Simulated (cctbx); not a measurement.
# A crystallographic session in cctbx: LiCr2Cl5

Library: cctbx 2025.11. The data are simulated by the first script.

## 1. Simulate the data

run.py:

```python
from cctbx import adptbx, crystal, miller, sgtbx, xray
from cctbx.array_family import flex
from iotbx.shelx import hklf
from scitbx import matrix
import scitbx.random

cs = crystal.symmetry(unit_cell=(11.024, 11.087, 7.41, 90, 90, 90), space_group_symbol='Hall: -P 2 2n')  # Pnnm
atoms = [  # label, site, U (iso, or U11 U22 U33 U12 U13 U23 in A^2), occupancy
    ("Cr1", (0.3657, 0.8714, 0), (0.0091, 0.0043, 0.0090, -0.0019, 0.0000, 0.0000), 1),
    ("Cr2", (0.5, 0.5, 0.2163), (0.0074, 0.0078, 0.0067, -0.0005, 0.0000, 0.0000), 1),
    ("Cl1", (0.1364, 0.9217, 0), (0.0071, 0.0059, 0.0057, -0.0007, 0.0000, 0.0000), 1),
    ("Cl2", (0.1675, 0.9198, 0.5), (0.0122, 0.0082, 0.0108, 0.0011, 0.0000, 0.0000), 1),
    ("Cl3", (0.6021, 0.906, 0), (0.0109, 0.0074, 0.0085, 0.0004, 0.0000, 0.0000), 1),
    ("Cl4", (0.8881, 0.7956, 0.2494), (0.0122, 0.0070, 0.0110, -0.0001, 0.0012, 0.0037), 1),
    ("Li1", (0.7644, 0.7749, 0), (0.0069, 0.0075, 0.0123, 0.0009, 0.0000, 0.0000), 1),
]
xs = xray.structure(crystal_symmetry=cs)
for label, site, u, occ in atoms:
    u = adptbx.u_cif_as_u_star(cs.unit_cell(), u) if isinstance(u, tuple) else u
    xs.add_scatterer(xray.scatterer(label, site=site, u=u, occupancy=occ))
xs.set_inelastic_form_factors(1.54184, "sasaki")
xs.show_summary()
p1 = xs.expand_to_p1()
ms = miller.build_set(p1, anomalous_flag=True, d_min=0.8)
flex.set_random_seed(629037)
scitbx.random.set_random_seed(629037)
ms = ms.select(flex.random_double(ms.size()) < 0.7)
i = ms.structure_factors_from_scatterers(p1, algorithm="direct").f_calc().as_intensity_array().data()
i = i * 70000 / flex.max(i)
sig = flex.sqrt(i + flex.pow2(0.06 * i) + 4 ** 2)
noise = scitbx.random.variate(scitbx.random.normal_distribution())(i.size())
data = ms.array(data=i + sig * noise, sigmas=sig).set_observation_type_xray_intensity()
with open("data.hkl", "w") as f:
    data.export_as_shelx_hklf(f)
print("reflections written:", data.size(), " <I/sigma> = %.1f" % flex.mean(data.data() / data.sigmas()))
for h, a, b in list(data.sort("data"))[:12]:
    print("%4d%4d%4d %9.1f %7.1f" % (h + (a, b)))
```

```console
$ python run.py
```

```text
Number of scatterers: 7
At special positions: 6
Unit cell: (11.024, 11.087, 7.41, 90, 90, 90)
Space group: P n n m (No. 58)
reflections written: 5208  <I/sigma> = 11.0
   0   0   4   71864.0  4208.3
   0   4  -2   40365.3  2368.2
  -4   0   0   31396.0  1815.4
  -4   2  -2   24695.5  1402.2
   3  -7   0   23743.0  1322.9
  -4   2   2   23676.4  1402.2
  -4  -2   2   23280.1  1402.2
   4  -2   2   22510.7  1402.2
   3   7   0   22446.8  1322.9
  -3  -7   0   21839.9  1322.9
   2   3   0   21081.5  1265.0
   4  -2  -2   21071.3  1402.2
```

Run time: 0.25 s on 1 thread of Arm Neoverse V2 (shared host), peak memory 0.07 GiB.

## 2. Refinement (right model, isotropic)

run.py:

```python
import math
from cctbx import adptbx, crystal, maptbx, sgtbx, xray
from cctbx.array_family import flex
from cctbx.xray import observations
from iotbx.shelx import hklf
from scitbx.lstbx import normal_eqns_solving
from smtbx import absolute_structure, utils
from smtbx.refinement import constraints, least_squares

cs = crystal.symmetry(unit_cell=(11.024, 11.087, 7.41, 90, 90, 90), space_group_symbol='Hall: -P 2 2n')  # Pnnm
atoms = [  # label, site, U (iso, or U11 U22 U33 U12 U13 U23 in A^2), occupancy
    ("Cr1", (0.3611, 0.8681, 0), 0.0200, 1),
    ("Cr2", (0.5, 0.5, 0.2185), 0.0200, 1),
    ("Cl1", (0.1313, 0.9246, 0), 0.0200, 1),
    ("Cl2", (0.1707, 0.9186, 0.5), 0.0200, 1),
    ("Cl3", (0.5912, 0.9119, 0), 0.0200, 1),
    ("Cl4", (0.8892, 0.7955, 0.2529), 0.0200, 1),
    ("Li1", (0.7569, 0.776, 0), 0.0200, 1),
]
xs = xray.structure(crystal_symmetry=cs)
for label, site, u, occ in atoms:
    u = adptbx.u_cif_as_u_star(cs.unit_cell(), u) if isinstance(u, tuple) else u
    xs.add_scatterer(xray.scatterer(label, site=site, u=u, occupancy=occ))
xs.set_inelastic_form_factors(1.54184, "sasaki")
raw = hklf.reader(file_name="data.hkl").as_miller_arrays(crystal_symmetry=cs, anomalous=True)[0]
merged = raw.eliminate_sys_absent().merge_equivalents()
fo2 = merged.array().set_observation_type_xray_intensity()
print("Rint %.3f, %d unique reflections to %.2f A" % (merged.r_int(), fo2.size(), fo2.d_min()))
for sc in xs.scatterers():
    sc.flags.set_grad_site(True)
    sc.flags.set_grad_u_aniso(sc.flags.use_u_aniso())
    sc.flags.set_grad_u_iso(sc.flags.use_u_iso())
obs = fo2.as_xray_observations()
extra = {}
rep = constraints.reparametrisation(xs, [], utils.connectivity_table(xs), **extra)
ls = least_squares.crystallographic_ls(obs, rep, weighting_scheme=least_squares.mainstream_shelx_weighting(a=0, b=0))
print("cycle     R1     wR2    GooF  max shift (A)")
for cycle in range(8):
    ls.build_up()
    r1, wr2, goof = ls.r1_factor(cutoff_factor=2)[0], ls.wR2(), ls.goof()
    old = xs.sites_cart()
    normal_eqns_solving.levenberg_marquardt_iterations(ls, n_max_iterations=3, tau=1e-06, step_threshold=1e-7)
    big = flex.max((xs.sites_cart() - old).norms())
    print("%4d %7.4f %7.4f %7.3f %9.5f" % (cycle + 1, r1, wr2, goof, big))
    ls.build_up(objective_only=True)
    if abs(ls.wR2() - wr2) < 5e-5 and big < 5e-4:
        break
ls.build_up()
print("final R1 %.4f wR2 %.4f GooF %.3f  parameters %d  data/parameter %.1f" % (ls.r1_factor(cutoff_factor=2)[0], ls.wR2(), ls.goof(), ls.n_parameters, fo2.size() / ls.n_parameters))
cov = ls.covariance_matrix_and_annotations()
su = dict(zip(cov.annotations, (math.sqrt(max(v, 0)) for v in cov.matrix.matrix_packed_u_diagonal())))
a2 = cs.unit_cell().reciprocal_parameters()[0] ** -2
print("atom        x        y        z      Ueq    occ   su(xyz)  su(Uiso or U11)")
for sc in xs.scatterers():
    s = max(su.get(sc.label + k, 0) for k in (".x", ".y", ".z"))
    npd = "" if sc.is_positive_definite_u(cs.unit_cell()) else "  NPD"
    print("%-5s %8.5f %8.5f %8.5f %8.4f %6.3f %8.5f %7.4f%s" % ((sc.label,) + sc.site + (sc.u_iso_or_equiv(cs.unit_cell()), sc.occupancy, s, su.get(sc.label + ".uiso", su.get(sc.label + ".u11", 0) * a2), npd)))
fo = fo2.f_sq_as_f()
fc = fo.structure_factors_from_scatterers(xs, algorithm="direct").f_calc()
diff = fo.f_obs_minus_f_calc(1 / math.sqrt(ls.scale_factor()), fc).average_bijvoet_mates()
m = diff.fft_map(symmetry_flags=maptbx.use_space_group_symmetry, resolution_factor=0.25).apply_volume_scaling()
print("difference map: max %.2f min %.2f rms %.2f" % (m.statistics().max(), m.statistics().min(), m.statistics().sigma()))
peaks = m.peak_search(parameters=maptbx.peak_search_parameters(min_distance_sym_equiv=0.6, max_clusters=6)).all()
near = xs.closest_distances(peaks.sites(), distance_cutoff=4)
sps = cs.special_position_settings(min_distance_sym_equiv=0.5)
for k, (x, h) in enumerate(zip(peaks.sites(), peaks.heights())):
    ss = sps.site_symmetry(x)
    print("Q%-3d %7.4f %7.4f %7.4f %4d %7.2f  %.2f A from %s" % ((k + 1,) + tuple(t % 1 for t in ss.exact_site()) + (ss.multiplicity(), h, near.smallest_distances[k], xs.scatterers()[near.i_seqs[k]].label)))
```

```console
$ python run.py
```

```text
Rint 0.046, 1004 unique reflections to 0.80 A
cycle     R1     wR2    GooF  max shift (A)
   1  0.2720  0.6171  16.170   0.13894
   2  0.0275  0.0845   2.215   0.00139
   3  0.0275  0.0845   2.214   0.00000
final R1 0.0275 wR2 0.0845 GooF 2.214  parameters 21  data/parameter 47.8
atom        x        y        z      Ueq    occ   su(xyz)  su(Uiso or U11)
Cr1    0.36569  0.87147  0.00000   0.0078  1.000  0.00005  0.0002
Cr2    0.50000  0.50000  0.21632   0.0077  1.000  0.00008  0.0002
Cl1    0.13637  0.92173  0.00000   0.0066  1.000  0.00007  0.0002
Cl2    0.16748  0.91991  0.50000   0.0105  1.000  0.00008  0.0002
Cl3    0.60213  0.90572  0.00000   0.0091  1.000  0.00007  0.0002
Cl4    0.88811  0.79557  0.24939   0.0104  1.000  0.00007  0.0002
Li1    0.76495  0.77487  0.00000   0.0088  1.000  0.00054  0.0011
difference map: max 0.91 min -1.50 rms 0.12
Q1    0.1359  0.2215  0.1982    8    0.94  0.50 A from Cl4
Q2    0.0845  0.1883  0.2949    8    0.84  0.49 A from Cl4
Q3    0.1755  0.3840  0.5000    4    0.83  0.47 A from Cr1
Q4    0.1000  0.3667  0.5000    4    0.73  0.38 A from Cr1
Q5    0.1077  0.9319  0.0000    4    0.59  0.34 A from Cl1
Q6    0.1522  0.5939  0.5000    4    0.57  0.55 A from Cl3
```

Time: 0.42 s.

## 3. Refinement (right model, anisotropic)

run.py, as its changes from the last script of this kind:

```diff
@@ -12,7 +12,7 @@
-    ("Cr1", (0.3611, 0.8681, 0), 0.0200, 1),
-    ("Cr2", (0.5, 0.5, 0.2185), 0.0200, 1),
-    ("Cl1", (0.1313, 0.9246, 0), 0.0200, 1),
-    ("Cl2", (0.1707, 0.9186, 0.5), 0.0200, 1),
-    ("Cl3", (0.5912, 0.9119, 0), 0.0200, 1),
-    ("Cl4", (0.8892, 0.7955, 0.2529), 0.0200, 1),
-    ("Li1", (0.7569, 0.776, 0), 0.0200, 1),
+    ("Cr1", (0.36569, 0.87147, 0), 0.0078, 1),
+    ("Cr2", (0.5, 0.5, 0.21632), 0.0077, 1),
+    ("Cl1", (0.13637, 0.92173, 0), 0.0066, 1),
+    ("Cl2", (0.16748, 0.91991, 0.5), 0.0105, 1),
+    ("Cl3", (0.60213, 0.90572, 0), 0.0091, 1),
+    ("Cl4", (0.88811, 0.79557, 0.24939), 0.0104, 1),
+    ("Li1", (0.76495, 0.77487, 0), 0.0088, 1),
@@ -24,0 +25 @@
+xs.convert_to_anisotropic()
```

```console
$ python run.py
```

```text
Rint 0.046, 1004 unique reflections to 0.80 A
cycle     R1     wR2    GooF  max shift (A)
   1  0.0275  0.0845   2.241   0.00313
   2  0.0143  0.0352   0.933   0.00000
final R1 0.0143 wR2 0.0352 GooF 0.933  parameters 44  data/parameter 22.8
atom        x        y        z      Ueq    occ   su(xyz)  su(Uiso or U11)
Cr1    0.36573  0.87140  0.00000   0.0075  1.000  0.00002  0.0001
Cr2    0.50000  0.50000  0.21628   0.0073  1.000  0.00003  0.0001
Cl1    0.13636  0.92169  0.00000   0.0062  1.000  0.00003  0.0002
Cl2    0.16743  0.91981  0.50000   0.0105  1.000  0.00003  0.0002
Cl3    0.60212  0.90600  0.00000   0.0090  1.000  0.00003  0.0002
Cl4    0.88809  0.79557  0.24935   0.0101  1.000  0.00003  0.0001
Li1    0.76478  0.77488  0.00000   0.0083  1.000  0.00022  0.0011
difference map: max 0.23 min -0.26 rms 0.07
Q1    0.1182  0.7561  0.3049    8    0.24  2.20 A from Li1
Q2    0.0734  0.0224  0.5000    4    0.23  1.54 A from Cl2
Q3    0.0598  0.8340  0.5000    4    0.23  1.52 A from Cl2
Q4    0.1815  0.9173  0.3238    8    0.22  1.32 A from Cl2
Q5    0.1872  0.8471  0.5000    4    0.22  0.83 A from Cl2
Q6    0.1973  0.7515  0.0000    4    0.22  2.00 A from Cl1
```

Time: 0.4 s.

## 4. Refinement

run.py, as its changes from the last script of this kind:

```diff
@@ -12,7 +12,7 @@
-    ("Cr1", (0.36569, 0.87147, 0), 0.0078, 1),
-    ("Cr2", (0.5, 0.5, 0.21632), 0.0077, 1),
-    ("Cl1", (0.13637, 0.92173, 0), 0.0066, 1),
-    ("Cl2", (0.16748, 0.91991, 0.5), 0.0105, 1),
-    ("Cl3", (0.60213, 0.90572, 0), 0.0091, 1),
-    ("Cl4", (0.88811, 0.79557, 0.24939), 0.0104, 1),
-    ("Li1", (0.76495, 0.77487, 0), 0.0088, 1),
+    ("Cr1", (0.3471, 0.8639, 0), 0.0200, 1),
+    ("Cr2", (0.5, 0.5, 0.2514), 0.0200, 1),
+    ("Cl1", (0.0931, 0.9427, 0), 0.0200, 1),
+    ("Cl2", (0.1305, 0.9418, 0.5), 0.0200, 1),
+    ("Cl3", (0.6636, 0.9032, 0), 0.0200, 1),
+    ("Cl4", (0.8896, 0.7374, 0.2422), 0.0200, 1),
+    ("Li1", (0.7977, 0.7417, 0), 0.0200, 1),
@@ -25 +24,0 @@
-xs.convert_to_anisotropic()
@@ -39 +38 @@
-for cycle in range(8):
+for cycle in range(10):
@@ -43 +42 @@
-    normal_eqns_solving.levenberg_marquardt_iterations(ls, n_max_iterations=3, tau=1e-06, step_threshold=1e-7)
+    normal_eqns_solving.levenberg_marquardt_iterations(ls, n_max_iterations=3, tau=0.0001, step_threshold=1e-7)
```

```console
$ python run.py
```

```text
Rint 0.046, 1004 unique reflections to 0.80 A
cycle     R1     wR2    GooF  max shift (A)
   1  0.8597  0.9777  25.620   1.05522
   2  0.7772  0.9443  24.745   1.81502
   3  0.7213  0.9183  24.063   0.46037
   4  0.6726  0.8972  23.509   0.25649
   5  0.6083  0.8632  22.620   0.81164
   6  0.5805  0.8454  22.154   0.18153
   7  0.5697  0.8361  21.909   0.00821
   8  0.5703  0.8358  21.902   0.04979
   9  0.5708  0.8361  21.909   0.03070
  10  0.5721  0.8370  21.933   0.09724
final R1 0.5701 wR2 0.8361 GooF 21.909  parameters 21  data/parameter 47.8
atom        x        y        z      Ueq    occ   su(xyz)  su(Uiso or U11)
Cr1    0.36435  0.86548  0.00000   0.0055  1.000  0.00086  0.0030
Cr2    0.50000  0.50000  0.21298   0.0215  1.000  0.00164  0.0039
Cl1    0.13177  0.91965  0.00000   0.0260  1.000  0.00184  0.0049
Cl2    0.17277  0.91510  0.50000   0.0274  1.000  0.00198  0.0048
Cl3    0.59633  0.91041  0.00000   0.0262  1.000  0.00190  0.0046
Cl4    0.98130  0.71601  0.24591   0.0879  1.000  0.00518  0.0097
Li1    0.71854  0.70459  0.00000   0.0001  1.000  0.00977  0.0175
difference map: max 62.55 min -15.21 rms 4.24
Q1    0.0000  0.0000  0.2846    4   64.15  0.02 A from Cr2
Q2    0.1311  0.3766  0.5000    4   63.60  0.13 A from Cr1
Q3    0.1126  0.2048  0.2485    8   54.30  1.36 A from Cl4
Q4    0.1029  0.5925  0.5000    4   54.23  0.08 A from Cl3
Q5    0.1678  0.9191  0.5000    4   48.32  0.07 A from Cl2
Q6    0.1415  0.9231  0.0000    4   45.36  0.11 A from Cl1
```

Time: 0.78 s.

This run holds a fault made on purpose: start far from the minimum.

## 5. Refinement

run.py, as its changes from the last script of this kind:

```diff
@@ -12,7 +12,8 @@
-    ("Cr1", (0.3471, 0.8639, 0), 0.0200, 1),
-    ("Cr2", (0.5, 0.5, 0.2514), 0.0200, 1),
-    ("Cl1", (0.0931, 0.9427, 0), 0.0200, 1),
-    ("Cl2", (0.1305, 0.9418, 0.5), 0.0200, 1),
-    ("Cl3", (0.6636, 0.9032, 0), 0.0200, 1),
-    ("Cl4", (0.8896, 0.7374, 0.2422), 0.0200, 1),
-    ("Li1", (0.7977, 0.7417, 0), 0.0200, 1),
+    ("Cr1", (0.36569, 0.87147, 0), 0.0078, 1),
+    ("Cr2", (0.5, 0.5, 0.21632), 0.0077, 1),
+    ("Cl1", (0.13637, 0.92173, 0), 0.0066, 1),
+    ("Cl2", (0.16748, 0.91991, 0.5), 0.0105, 1),
+    ("Cl3", (0.60213, 0.90572, 0), 0.0091, 1),
+    ("Cl4", (0.88811, 0.79557, 0.24939), 0.0104, 1),
+    ("Li1", (0.76495, 0.77487, 0), 0.0088, 1),
+    ("Li2", (0.934, 0.867, 0.898), 0.0300, 1),
@@ -38 +39 @@
-for cycle in range(10):
+for cycle in range(12):
@@ -42 +43 @@
-    normal_eqns_solving.levenberg_marquardt_iterations(ls, n_max_iterations=3, tau=0.0001, step_threshold=1e-7)
+    normal_eqns_solving.levenberg_marquardt_iterations(ls, n_max_iterations=3, tau=1e-06, step_threshold=1e-7)
```

```console
$ python run.py
```

```text
Rint 0.046, 1004 unique reflections to 0.80 A
cycle     R1     wR2    GooF  max shift (A)
   1  0.0579  0.1837   4.824   0.11860
   2  0.0309  0.0958   2.514   0.88375
   3  0.0283  0.0854   2.243   0.79591
   4  0.0281  0.0850   2.233   0.17787
   5  0.0281  0.0850   2.233   0.02972
   6  0.0281  0.0850   2.233   0.00707
   7  0.0281  0.0850   2.233   0.00391
   8  0.0281  0.0850   2.233   0.00241
   9  0.0281  0.0850   2.233   0.00272
  10  0.0281  0.0850   2.233   0.00264
  11  0.0281  0.0850   2.233   0.00266
  12  0.0281  0.0850   2.233   0.00266
final R1 0.0281 wR2 0.0850 GooF 2.233  parameters 25  data/parameter 40.2
atom        x        y        z      Ueq    occ   su(xyz)  su(Uiso or U11)
Cr1    0.36569  0.87147  0.00000   0.0078  1.000  0.00005  0.0002
Cr2    0.50000  0.50000  0.21632   0.0076  1.000  0.00008  0.0002
Cl1    0.13637  0.92173  0.00000   0.0066  1.000  0.00007  0.0002
Cl2    0.16748  0.91991  0.50000   0.0104  1.000  0.00008  0.0002
Cl3    0.60213  0.90572  0.00000   0.0091  1.000  0.00007  0.0002
Cl4    0.88811  0.79557  0.24939   0.0104  1.000  0.00007  0.0002
Li1    0.76493  0.77484  0.00000   0.0088  1.000  0.00054  0.0011
Li2    0.82675  0.88093  0.75423   1.0000  1.000  0.02209  0.2716
difference map: max 0.87 min -1.48 rms 0.13
Q1    0.1352  0.2220  0.1977    8    0.90  0.50 A from Cl4
Q2    0.1754  0.3840  0.5000    4    0.85  0.47 A from Cr1
Q3    0.0836  0.1887  0.2947    8    0.80  0.49 A from Cl4
Q4    0.1000  0.3667  0.5000    4    0.75  0.38 A from Cr1
Q5    0.1078  0.9317  0.0000    4    0.61  0.33 A from Cl1
Q6    0.1518  0.5937  0.5000    4    0.59  0.55 A from Cl3
```

Time: 0.88 s.

This run holds a fault made on purpose: spurious atom: Li2.

## 6. Refinement

run.py, as its changes from the last script of this kind:

```diff
@@ -18,2 +17,0 @@
-    ("Li1", (0.76495, 0.77487, 0), 0.0088, 1),
-    ("Li2", (0.934, 0.867, 0.898), 0.0300, 1),
@@ -25,0 +24 @@
+xs.convert_to_anisotropic()
```

```console
$ python run.py
```

```text
Rint 0.046, 1004 unique reflections to 0.80 A
cycle     R1     wR2    GooF  max shift (A)
   1  0.0556  0.1844   4.873   0.00337
   2  0.0500  0.1630   4.308   0.00000
final R1 0.0500 wR2 0.1630 GooF 4.308  parameters 38  data/parameter 26.4
atom        x        y        z      Ueq    occ   su(xyz)  su(Uiso or U11)
Cr1    0.36563  0.87151  0.00000   0.0063  1.000  0.00010  0.0007
Cr2    0.50000  0.50000  0.21631   0.0063  1.000  0.00015  0.0006
Cl1    0.13625  0.92168  0.00000   0.0056  1.000  0.00014  0.0008
Cl2    0.16726  0.91970  0.50000   0.0095  1.000  0.00016  0.0008
Cl3    0.60208  0.90571  0.00000   0.0079  1.000  0.00015  0.0008
Cl4    0.88818  0.79538  0.24931   0.0093  1.000  0.00014  0.0007
difference map: max 7.33 min -0.53 rms 0.22
Q1    0.2347  0.2244  0.0000    4    7.59  2.30 A from Cl4
Q2    0.1386  0.9208  0.0000    4    1.27  0.03 A from Cl1
Q3    0.1279  0.3552  0.5000    4    1.21  0.19 A from Cr1
Q4    0.0000  0.0000  0.2820    4    1.18  0.01 A from Cr2
Q5    0.1143  0.1893  0.2507    8    0.99  0.17 A from Cl4
Q6    0.1153  0.5802  0.5000    4    0.84  0.21 A from Cl3
```

Run time: 0.39 s on 1 thread of Arm Neoverse V2, on a shared host, peak memory 0.09 GiB.

This run holds a fault made on purpose: atom left out: Li1.

[Logs are printed without paths, hosts, clocks, repeated set-up lines and the standing remarks that a program may print on its own settings, such as how far it seeks lower states.]
